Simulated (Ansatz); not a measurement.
Rows from a G0W0 calculation on Ge7H2 (hydrogen-terminated (110) film, 7 layers) (Ansatz 0.2.0; G0W0 on PBEsol, plane waves, PAW; PAW set soft_1; 4×4×1 mesh, 1742 empty bands, screening to 75 eV, PAW set soft_1 files), in eV. Spin-orbit coupling is left out.

```csv
row,Σx,Σc,Vxc,Z
A,-11.39,-3.37,-15.22,0.74
B,-10.18,-3.29,-13.80,0.74
C,-15.42,1.39,-13.69,0.72
D,-8.22,-3.65,-12.13,0.74
E,-15.58,0.85,-14.45,0.74
F,-9.94,-3.37,-13.68,0.74
```

Q: Which rows are filled states and which are empty ones, and how can one tell?

Filled: C and E. Empty: A, B, D and F. The sign of Σc tells: for a filled state bare exchange, which holds its interaction with itself, lies below Vxc (Σx − Vxc is -1.1 eV or lower here) and screening gives part back as a positive Σc. For an empty state Σx lies above Vxc (+3.6 eV or more) and the Coulomb hole leaves Σc negative.

[Paths, hosts, dates, memory and timing lines, banners, echoed tables and standing remarks are left out of the program output.]

[Logs are printed without paths, hosts, clocks, repeated set-up lines and the standing remarks that a program may print on its own settings, such as how far it seeks lower states.]

[Runs of the session that timed out or met a known fault of the program may be left out.]

[Cells called generated may have been cut or substituted from an entry of the Crystallography Open Database or the Materials Project.]

[Hosts, paths, dates, database ids (printed as entryN), source tags and the programs' standing remarks are cut or masked in the printed files.]
